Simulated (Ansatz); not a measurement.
**Bands, cutoff and cost in G0W0 for SrCaTi2O6 (perovskite [001] superlattice) (P4/mmm)**

How do accuracy and time trade against each other in G0W0 on SrCaTi2O6 (perovskite [001] superlattice) (P4/mmm)?

Program: Ansatz 0.2.0. Level of theory: G0W0 on LDA, plane waves, PAW; PAW set soft_1. Results are calculated unless marked as measured.

The structure was built from a prototype and need not be the compound's stable phase.

**1. Starting point**

It takes space group P4/mmm (No. 123, tetragonal). Conventional cell: a = 3.830 Å, b = 3.830 Å, c = 7.657 Å, α = 90.00°, β = 90.00°, γ = 90.00°. Nearest to Sr lie 12 O at 2.71 to 2.74 Å. Nearest to O lie 2 Ti at 1.94 Å and 4 Sr at 2.71 Å. Ti has 6 O at 1.89 to 1.94 Å nearest. Nearest to O lie 2 Ti at 1.92 Å and 2 Ca at 2.68 Å and 2 Sr at 2.74 Å. Ca has 12 O at 2.68 to 2.71 Å nearest. Nearest to O lie 2 Ti at 1.89 Å and 4 Ca at 2.71 Å. It derives from SrTiO3. Farther neighbours and most contacts between anions are not listed.

The structure was relaxed with LDA. The runs that relaxed it are not among those shown.

**2. 55 empty bands, screening to 36 eV**

G0W0 replaces the xc potential by the self-energy, built once from these orbitals. Only a window of levels is corrected, while the sums run over the empty bands that the input names. This step takes PAW set soft_1 files.

input.yaml

```yaml
crystal:
  lattice:
    - [3.8302279743, 0.0, 0.0]
    - [0.0, 3.8302279743, 0.0]
    - [0.0, 0.0, 7.6566011245]
  atoms:
    - { symbol: Sr, position: [0.0, 0.0, 0.126454763] }
    - { symbol: O, position: [0.5, 0.5, 0.1264469708] }
    - { symbol: Ti, position: [0.5, 0.5, 0.379478349] }
    - { symbol: O, position: [0.5, 0.0, 0.3818434934] }
    - { symbol: O, position: [0.0, 0.5, 0.3818434934] }
    - { symbol: Ca, position: [0.0, 0.0, 0.6264623602] }
    - { symbol: O, position: [0.5, 0.5, 0.6264495736] }
    - { symbol: Ti, position: [0.5, 0.5, 0.8734249172] }
    - { symbol: O, position: [0.5, 0.0, 0.8710418402] }
    - { symbol: O, position: [0.0, 0.5, 0.8710418402] }
kpoints:
  mp_grid: { grid: [4, 4, 2] }
hamiltonian:
  xc: lda
  pseudopotentials: { kind: paw, azcp: { folder: soft_1 }, xc_functional: pbe }
scf:
  occupations: { method: fixed }
gw:
  n_empty_bands: 55
  ecut_chi: 36
  qp_bands: [v3, c3]
  qp_kpoints: band_edges
  screening: { model: contour_deformation }
```

Launch:

```bash
> ansatz run input.yaml --threads 4 --pin off --max-ram 17510MiB --backend cpu --events-out ev --progress --plain --runs-dir out
```

Numbers of over 12 decimals in the logs are rounded to 6 here.

The program printed:

```text
Warning: at least one further symmetry operation maps every atom of the structure, as the run holds it, onto an atom to within 2.72e-5 (fractional), and is not used: no operation is sought that the atoms, as the run holds them, miss by more than 2.00e-5, twice crystal.symmetry.tolerance (1.0e-5). The run uses 8 unitary operations. The run imposes no operation that its atoms and lattice do not hold. Figures that only  [...]
Engine: ansatz 0.2.0, aarch64-unknown-linux-gnu
Pseudopotentials: kind: paw
Pseudopotential: Sr, paw, valence charge 10, recommended cutoff 420 eV (normal), soft_1/Sr.paw.azcp
Pseudopotential: O, paw, valence charge 6, recommended cutoff 420 eV (normal), soft_1/O.paw.azcp
Pseudopotential: Ti, paw, valence charge 12, recommended cutoff 420 eV (normal), soft_1/Ti.paw.azcp
Pseudopotential: Ca, paw, valence charge 10, recommended cutoff 420 eV (normal), soft_1/Ca.paw.azcp
Functional definition: SPW92
  exchange = slater_x
  correlation = pw_c
Crystal: 10 atoms, lattice volume = 112.327 Å³
Basis set: ecut = 420 eV, 2153 PW (Γ)
Bands: 50, of which v1, the nominal top of the filled ones, is band 40 counted from 1 (39 counted from 0)
Symmetry: 8 space group operations
Space group: P4mm (ITA 99), of the structure as read, at distance tolerance 4.8e-5 Å
k-points: 12 of 32
Non-local potential: Sr, projectors of the file, l = 0: 3, l = 1: 2, l = 2: 2
Non-local potential: O, projectors of the file, l = 0: 2, l = 1: 2, l = 2: 1
Non-local potential: Ti, projectors of the file, l = 0: 3, l = 1: 2, l = 2: 3, l = 3: 1
Non-local potential: Ca, projectors of the file, l = 0: 3, l = 1: 2, l = 2: 2
PAW form: soft (Blöchl's): semilocal exchange-correlation on the pseudo side does not see the compensation charge
PAW frozen core: Sr, regenerated for the run's functional, and the local potential with it (the file was generated under x = pbe(κ = 0.804, μ = 0.219515), c = pbe(β = 0.066725))
PAW frozen core: O, regenerated for the run's functional, and the local potential with it (the file was generated under x = pbe(κ = 0.804, μ = 0.219515), c = pbe(β = 0.066725))
PAW frozen core: Ti, regenerated for the run's functional, and the local potential with it (the file was generated under x = pbe(κ = 0.804, μ = 0.219515), c = pbe(β = 0.066725))
PAW frozen core: Ca, regenerated for the run's functional, and the local potential with it (the file was generated under x = pbe(κ = 0.804, μ = 0.219515), c = pbe(β = 0.066725))
PAW one-centre angular grid: Sr, 110 points (default); XC on 64 Gauss nodes
PAW one-centre angular grid: O, 110 points (default); XC on 64 Gauss nodes
PAW one-centre angular grid: Ti, 590 points (default); XC on 64 Gauss nodes
PAW one-centre angular grid: Ca, 110 points (default); XC on 64 Gauss nodes
Initial density: superposition of atomic densities (chi_scale 0.1, normalization cell, long waves kept (reshape's long-wave potential 0.08 eV rms))
Initial wavefunctions: pseudopotential atomic-orbital guess
Functional: x = slater, c = lda
SCF iter   1: F=—  HF=-13467.456380 eV  |F-HF|=—  |Δ(HF+E_count)|=         —  Δρ=5.40e-2  dr2=2.96e0  ethr=3.10e-3  ⟨swp⟩=4.8  Hψ=2138  notcnv=0  defer=66
preconditioner: auto → Resta (q_TF=auto, 2.578 Å⁻¹)  ε∞=5.2  [insulator: Δε(μ)=1.894 eV  Ē_g=13.252 eV  n_scr=38 (ndim 8)  ℏωp=27.1 eV  f_vac=0.000  ε∞_Penn≈5.2]
SCF iter   2: F=—  HF=-13466.901457 eV  |F-HF|=—  |Δ(HF+E_count)|=   5.55e-1  Δρ=2.72e-2  dr2=7.94e-1  ethr=3.10e-3  ⟨swp⟩=2.4  Hψ=1153  notcnv=0  defer=66
SCF iter   3: F=—  HF=-13466.767251 eV  |F-HF|=—  |Δ(HF+E_count)|=   1.34e-1  Δρ=1.41e-2  dr2=2.02e-1  ethr=9.92e-4  ⟨swp⟩=2.4  Hψ=1070  notcnv=0  defer=85
SCF iter   4: F=—  HF=-13466.737485 eV  |F-HF|=—  |Δ(HF+E_count)|=   2.98e-2  Δρ=5.35e-3  dr2=2.57e-2  ethr=2.52e-4  ⟨swp⟩=2.3  Hψ=934  notcnv=0  defer=84
SCF iter   5: F=—  HF=-13466.734340 eV  |F-HF|=—  |Δ(HF+E_count)|=   3.15e-3  Δρ=1.56e-3  dr2=2.17e-3  ethr=3.22e-5  ⟨swp⟩=2.2  Hψ=910  notcnv=0  defer=93
SCF iter   6: F=—  HF=-13466.734444 eV  |F-HF|=—  |Δ(HF+E_count)|=   1.04e-4  Δρ=1.06e-3  dr2=1.07e-3  ethr=2.71e-6  ⟨swp⟩=2.0  Hψ=897  notcnv=0  defer=93
SCF iter   7: F=—  HF=-13466.734266 eV  |F-HF|=—  |Δ(HF+E_count)|=   1.78e-4  Δρ=1.69e-4  dr2=2.13e-5  ethr=1.34e-6  ⟨swp⟩=2.0  Hψ=891  notcnv=0  defer=94
SCF iter   8: F=—  HF=-13466.734280 eV  |F-HF|=—  |Δ(HF+E_count)|=   1.36e-5  Δρ=7.02e-5  dr2=4.24e-6  ethr=2.67e-8  ⟨swp⟩=2.0  Hψ=820  notcnv=0  defer=58
SCF iter   9: F=—  HF=-13466.734280 eV  |F-HF|=—  |Δ(HF+E_count)|=   7.40e-9  Δρ=3.57e-5  dr2=1.14e-6  ethr=5.30e-9  ⟨swp⟩=2.0  Hψ=876  notcnv=0  defer=58
SCF iter  10: F=-13466.734280 eV  HF=-13466.734280 eV  |F-HF|=1.20e-8  |Δ(HF+E_count)|=   1.62e-7  Δρ=7.92e-6  dr2=5.71e-8  ethr=1.25e-10  ⟨swp⟩=15.1  Hψ=3001  notcnv=0
SCF 1 converged in 10 iterations: F = -13466.734280 eV  dr2 = 5.71e-8
  greatest PAW one-centre occupation: 0.998 electrons in one spin orbital (limit 2), on the Ti atom at site 7 (counted from 0), in its partial waves of l = 0
NSCF: frozen V_eff on 12 k-points
G₀W₀ screening: q 1/12
[... further progress lines ...]
SCF converged after 10 iterations
Free energy (F): -13466.734280 eV
Harris-Foulkes:  -13466.734280 eV  (|F-HF|=1.20e-8)
Internal energy: -13466.734280 eV  (E = F + TS)
E sigma→0 (E₀):  -13466.734280 eV
Fermi energy:    9.852638 eV
--- Per-component energies (eV) ---
  E_band       = -458.644081
  E_kinetic    = 2061.474792
  E_local      = -4877.582304  (includes V_loc(G=0)·N_el)
  E_nonlocal   = 779.972135
  E_hartree    = 1731.281077
  E_xc         = -960.321445
  E_vxc        = -1157.025040  (∫ρ·V_xc dr)
  E_paw        = -6309.846276  (= ΣΔE_a)
  E_vpaw       = -728.050680  (= ΣTr[D̂ρ^β])
  E_aug_tail   = 0.004685  (compensation charges beyond the density's cutoff)
  E_ewald      = -5893.527675
  E_core_change = 1.810731  (= ΣΔE_core)
  E_smearing   = -0.000000  (= −TS)
  E_closure    = 0.000000  (closes the sum)
  Σ components = -13466.734280   (vs F -13466.734280, Δ=0.00e0)
--- Band table (eV; the first three rows and the last of 12) ---
  k-point 0: bands = [... 36 lower, 9.1270, 9.4809, 9.4820, 9.4820, 11.7016, 11.7039, 11.7039, 11.9101, ... 6 higher]
  k-point 1: bands = [... 36 lower, 9.2445, 9.2445, 9.2463, 9.2463, 11.7918, 11.8131, 12.8577, 12.8577, ... 6 higher]
  k-point 2: bands = [... 36 lower, 8.5256, 9.1332, 9.2481, 9.2484, 11.8039, 12.8977, 12.8979, 12.9799, ... 6 higher]
  k-point 11: bands = [... 36 lower, 9.1322, 9.1322, 9.7872, 9.8075, 14.1564, 14.1564, 14.1856, 14.1856, ... 6 higher]
--- G₀W₀: contour deformation, 6 samples at zero and on the imaginary axis and 1 off it, 32 q-points, 55 empty bands' worth ---
  eigenvalues of the whole cell's RPA ε∞ on this k-mesh (on a slab, of 1 + 4πα/V) = 6.8881, 6.8881, 6.8987; static W/v taken at q = 0 is 0.145103
  gw.qp_kpoints: band_edges: 7 of 12 stored k-points solved, in 1 pass; an edge of the gap read off the rows below is read off those points alone
    valence top: of the k-points left out ik 9 came nearest to being solved in a further pass, in band 40 (counted from 1, as in the quasiparticle table): it holds the edge there only if its correction is more favourable than any solved in that band by at least 0.507 eV; those differ by 0.021 eV
    conduction bottom: of the k-points left out ik 3 came nearest to being solved in a further pass, in band 42 (counted from 1, as in the quasiparticle table): it holds the edge there only if its correction is more favourable than any solved in that band by at least 1.061 eV; those differ by 0.120 eV
  `?` marks the rows in doubt; gw_qp.tsv's column doubts and the gw_qp event give each row's grounds
    ik  band        ε_KS         Σx   Σc(E_QP)       V_xc       Z   E_QP_lin       E_QP  E_QP is
     0    38      9.4809   -26.6274     4.8587   -21.9009  0.7473     9.6128     9.6131  root
     0    39      9.4820   -26.6260     4.8590   -21.8998  0.7473     9.6146     9.6149  root
     0    40      9.4820   -26.6260     4.8590   -21.8998  0.7473     9.6146     9.6149  root
     0    41     11.7016   -12.5525    -5.5855   -20.5584  0.7582    14.2094    14.1220  root
     0    42     11.7039   -12.5663    -5.5784   -20.5638  0.7583    14.2102    14.1230  root
     0    43     11.7039   -12.5663    -5.5784   -20.5638  0.7583    14.2102    14.1230  root
     1    38      9.2445   -26.3581     4.8400   -21.6611  0.7447     9.3871     9.3875  root
     1    39      9.2463   -26.4281     4.8643   -21.6970  0.7448     9.3791     9.3794  root
     1    40      9.2463   -26.4281     4.8643   -21.6970  0.7448     9.3791     9.3794  root
     1    41     11.7918   -12.7055    -5.6913   -20.8465  0.7554    14.3347    14.2415  root
     1    42     11.8131   -12.7667    -5.7165   -20.9273  0.7546    14.3509    14.2573  root
     1    43     12.8577   -14.2358    -5.6123   -22.1863  0.7383    15.3143    15.1959  root ?
     2    38      9.1332   -25.1081     4.8861   -20.3080  0.7352     9.2190     9.2193  root
     2    39      9.2481   -26.3987     4.8556   -21.6808  0.7447     9.3854     9.3857  root
     2    40      9.2484   -26.3968     4.8532   -21.6815  0.7448     9.3860     9.3863  root
     2    41     11.8039   -12.7463    -5.6964   -20.8890  0.7550    14.3434    14.2501  root
     2    42     12.8977   -14.2276    -5.6221   -22.1741  0.7375    15.3409    15.2220  root ?
     2    43     12.8979   -14.2410    -5.6156   -22.1808  0.7376    15.3408    15.2221  root ?
     4    38      9.1308   -26.4043     4.9381   -21.5833  0.7435     9.2476     9.2479  root
     4    39      9.1319   -26.4051     4.9376   -21.5855  0.7434     9.2496     9.2499  root
     4    40      9.7523   -25.8680     4.9181   -21.0735  0.7412     9.8756     9.8759  root
     4    41     11.9107   -12.9602    -5.8301   -21.2658  0.7513    14.4868    14.3862  root ?
     4    42     13.8783   -14.9354    -6.3405   -23.6119  0.7130    16.3917    16.2144  root ?
     4    43     13.8794   -14.9266    -6.3500   -23.6121  0.7128    16.3924    16.2149  root ?
     8    38      9.1100   -25.1594     4.9194   -20.3049  0.7352     9.1749     9.1750  root
     8    39      9.1293   -25.1048     4.8861   -20.3047  0.7352     9.2152     9.2154  root
     8    40      9.8027   -25.9812     4.9244   -21.1772  0.7416     9.9228     9.9231  root
     8    41     12.9791   -14.2336    -5.8870   -22.5008  0.7335    15.4901    15.3594  root ?
     8    42     13.8799   -14.8567    -6.4118   -23.6214  0.7128    16.4140    16.2328  root ?
     8    43     13.9545   -13.5969    -6.6904   -22.6998  0.7171    16.5446    16.3669  root ?
    10    38      9.8498   -26.0946     4.9302   -21.2820  0.7421     9.9671     9.9673  root
    10    39      9.8526   -26.1011     4.9330   -21.2853  0.7420     9.9696     9.9699  root
    10    40      9.8526   -26.1011     4.9330   -21.2853  0.7420     9.9696     9.9699  root
    10    41     13.8844   -14.8114    -6.4634   -23.6425  0.7122    16.4334    16.2521  root ?
    10    42     13.8844   -14.8114    -6.4634   -23.6425  0.7122    16.4334    16.2521  root ?
    10    43     14.3085   -13.1926    -7.1600   -22.8101  0.7079    16.9684    16.7660  root ?
    11    38      9.1322   -25.0950     4.8954   -20.2618  0.7350     9.1944     9.1945  root
    11    39      9.7872   -25.9407     4.9171   -21.1480  0.7416     9.9113     9.9116  root
    11    40      9.8075   -26.0002     4.9256   -21.1917  0.7418     9.9244     9.9246  root
    11    41     14.1564   -14.3701    -6.7806   -23.5264  0.7076    16.7205    16.5321  root ?
    11    42     14.1564   -14.3701    -6.7806   -23.5264  0.7076    16.7205    16.5321  root ?
    11    43     14.1856   -14.6233    -6.7916   -23.7934  0.7055    16.7584    16.5642  root ?
```

It took 21 s on 4 threads of Arm Neoverse V1, shared host; peak memory 0.59 GiB; 80 s of CPU time.

Reading the cycles: dr2 is the Hartree energy of the density residual (eV), the measure of convergence; HF is the Harris–Foulkes estimate of the energy, which meets the free energy F at convergence.

This step gave:

| Quantity | Value |
| --- | --- |
| bands summed | 95 |
| RPA ε∞ on this mesh (eigenvalues) | 6.888, 6.888, 6.899 |
| plane waves in the screening matrix | 55 |
| q-points in the mesh | 32 |
| G0W0 gap on the mesh | 4.152 eV |
| k of the valence top | -0.5, -0.5, 0 |
| k of the conduction bottom | 0, 0, 0 |
| starting gap on the mesh | 1.849 eV |
| Z at the valence top | 0.7420 |
| Z at the conduction bottom | 0.7582 |
| least direct G0W0 gap on the computed points | 4.507 eV |

The gap on the mesh goes from 1.85 eV to 4.15 eV, a correction of +2.30 eV. Between the two edge states, bare exchange in place of the xc potential would open the gap by 12.82 eV, and correlation takes back 10.52 eV.

**3. 217 empty bands, screening to 90 eV**

Bands and screening cutoff are moved together, since each hides the error of the other.

Changes to input.yaml since step 2:

```diff
@@ -24,4 +24,4 @@
 gw:
-  n_empty_bands: 55
-  ecut_chi: 36
+  n_empty_bands: 217
+  ecut_chi: 90.0
   qp_bands: [v3, c3]
```

The program printed:

```text
[...]
Crystal: 10 atoms, lattice volume = 112.327 Å³
Basis set: ecut = 420 eV, 2153 PW (Γ)
Bands: 50, of which v1, the nominal top of the filled ones, is band 40 counted from 1 (39 counted from 0)
[... 1 set-up line as in the run before ...]
[...]
k-points: 12 of 32
[...]
SCF iter   1: F=—  HF=-13467.456380 eV  |F-HF|=—  |Δ(HF+E_count)|=         —  Δρ=5.40e-2  dr2=2.96e0  ethr=3.10e-3  ⟨swp⟩=4.8  Hψ=2138  notcnv=0  defer=66
[...]
SCF iter  10: F=-13466.734280 eV  HF=-13466.734280 eV  |F-HF|=1.20e-8  |Δ(HF+E_count)|=   1.62e-7  Δρ=7.92e-6  dr2=5.71e-8  ethr=1.25e-10  ⟨swp⟩=15.1  Hψ=3001  notcnv=0
SCF 1 converged in 10 iterations: F = -13466.734280 eV  dr2 = 5.71e-8
[...]
NSCF: frozen V_eff on 12 k-points
G₀W₀ screening: q 1/12
[... further progress lines ...]
SCF converged after 10 iterations
Free energy (F): -13466.734280 eV
[...]
Internal energy: -13466.734280 eV  (E = F + TS)
E sigma→0 (E₀):  -13466.734280 eV
Fermi energy:    9.852638 eV
[...]
--- Band table (eV; the first three rows and the last of 12) ---
  k-point 0: bands = [... 36 lower, 9.1270, 9.4809, 9.4820, 9.4820, 11.7016, 11.7039, 11.7039, 11.9101, ... 6 higher]
  k-point 1: bands = [... 36 lower, 9.2445, 9.2445, 9.2463, 9.2463, 11.7918, 11.8131, 12.8577, 12.8577, ... 6 higher]
  k-point 2: bands = [... 36 lower, 8.5256, 9.1332, 9.2481, 9.2484, 11.8039, 12.8977, 12.8979, 12.9799, ... 6 higher]
  k-point 11: bands = [... 36 lower, 9.1322, 9.1322, 9.7872, 9.8075, 14.1564, 14.1564, 14.1856, 14.1856, ... 6 higher]
[...]
0    38      9.4809   -26.6274     4.7229   -21.9009  0.7357     9.4773     9.4773  root
     0    39      9.4820   -26.6260     4.7224   -21.8998  0.7356     9.4783     9.4783  root
     0    40      9.4820   -26.6260     4.7224   -21.8998  0.7356     9.4783     9.4783  root
     0    41     11.7016   -12.5525    -6.2916   -20.5584  0.7506    13.4905    13.4159  root
     0    42     11.7039   -12.5663    -6.2845   -20.5638  0.7506    13.4913    13.4169  root
     0    43     11.7039   -12.5663    -6.2845   -20.5638  0.7506    13.4913    13.4169  root
     1    38      9.2445   -26.3581     4.6851   -21.6611  0.7337     9.2327     9.2327  root
     1    39      9.2463   -26.4281     4.7133   -21.6970  0.7339     9.2285     9.2285  root
[...]
4    42     13.8783   -14.9354    -6.9606   -23.6119  0.7015    15.7095    15.5942  root ?
     4    43     13.8794   -14.9266    -6.9702   -23.6121  0.7014    15.7101    15.5947  root ?
[...]
8    42     13.8799   -14.8567    -7.0389   -23.6214  0.7014    15.7232    15.6057  root ?
     8    43     13.9545   -13.5969    -7.3546   -22.6998  0.7069    15.8205    15.7027  root ?
[...]
10    40      9.8526   -26.1011     4.7961   -21.2853  0.7282     9.8330     9.8330  root
    10    41     13.8844   -14.8114    -7.0978   -23.6425  0.7009    15.7365    15.6177  root ?
    10    42     13.8844   -14.8114    -7.0978   -23.6425  0.7009    15.7365    15.6177  root ?
    10    43     14.3085   -13.1926    -7.8409   -22.8101  0.6978    16.2140    16.0851  root ?
    11    38      9.1322   -25.0950     4.7495   -20.2618  0.7230     9.0484     9.0486  root
    11    39      9.7872   -25.9407     4.7734   -21.1480  0.7280     9.7678     9.7679  root
    11    40      9.8075   -26.0002     4.7833   -21.1917  0.7281     9.7823     9.7823  root
    11    41     14.1564   -14.3701    -7.4262   -23.5264  0.6965    16.0067    15.8865  root ?
    11    42     14.1564   -14.3701    -7.4262   -23.5264  0.6965    16.0067    15.8865  root ?
    11    43     14.1856   -14.6233    -7.4344   -23.7934  0.6941    16.0449    15.9214  root ?
```

Elapsed: 76 s, on 4 threads; peak memory 1.3 GiB; 4.9 min of CPU time.

Numbers from this step:

```
bands summed                                 : 257
RPA ε∞ on this mesh (eigenvalues)            : 6.815, 6.815, 6.825
plane waves in the screening matrix          : 203
q-points in the mesh                         : 32
G0W0 gap on the mesh                         : 3.583 eV
k of the valence top                         : -0.5, -0.5, 0
k of the conduction bottom                   : 0, 0, 0
starting gap on the mesh                     : 1.849 eV
Z at the valence top                         : 0.7282
Z at the conduction bottom                   : 0.7506
least direct G0W0 gap on the computed points : 3.932 eV
```

Against the run with 4×4×2 mesh, 55 empty bands, screening to 36 eV, PAW set soft_1 files, the gap moves by −0.57 eV.

**4. The runs together**

Times are wall times on 4 threads of Arm Neoverse V1, shared host, good to a factor of about two.

```csv
mesh,files,frequency,bands summed,cutoff (eV),start (eV),G0W0 (eV),time,host memory (GiB)
4×4×2,PAW set soft_1,contour deformation,95,36,1.849,4.152,21 s,0.59
4×4×2,PAW set soft_1,contour deformation,257,90,1.849,3.583,76 s,1.3
```

How the two edges are built up, in eV (the quasiparticle level is the starting level plus Σx plus Σc less Vxc):

```csv
run,edge,start,Σx,Σc,Vxc,Z,QP
95 bands,valence top,9.85,-26.10,4.93,-21.29,0.74,9.97
95 bands,conduction bottom,11.70,-12.55,-5.59,-20.56,0.76,14.12
257 bands,valence top,9.85,-26.10,4.80,-21.29,0.73,9.83
257 bands,conduction bottom,11.70,-12.55,-6.29,-20.56,0.75,13.42
```

**5. Results**

* 95 bands, 36 eV: 4.152 eV
* 257 bands, 90 eV: 3.583 eV
* estimated limit in bands and cutoff: 3.25 eV
* mesh and start: 4×4×2, LDA

In words: A line in one over the bands through the two rungs gives 3.25 eV, −0.33 eV from the top rung; with two points alone it is an unchecked estimate. The rungs stand 0.90 eV (95 bands) and 0.33 eV (257 bands) from it. From 95 to 257 bands the gap moves by −0.57 eV while the time grows 3.6-fold. Σc changes by −0.14 eV at the valence top and −0.71 eV at the conduction bottom, so the conduction edge carries most of the change. The 4×4×2 mesh is coarse for this cell (its supercell is 15 Å along the shortest edge). The RPA ε∞ on it, from the LDA start, is 6.81 and 6.83; such meshes misread the long-range screening, most where the gap is narrow. The many-body steps are scalar-relativistic: spin-orbit coupling is not in them.

[Paths, hosts, dates, memory and timing lines, banners, echoed tables and standing remarks are left out of the program output.]

[Logs are printed without paths, hosts, clocks, repeated set-up lines and the standing remarks that a program may print on its own settings, such as how far it seeks lower states.]

[Runs of the session that timed out or met a known fault of the program may be left out.]

[Cells called generated may have been cut or substituted from an entry of the Crystallography Open Database or the Materials Project.]

[Hosts, paths, dates, database ids (printed as entryN), source tags and the programs' standing remarks are cut or masked in the printed files.]
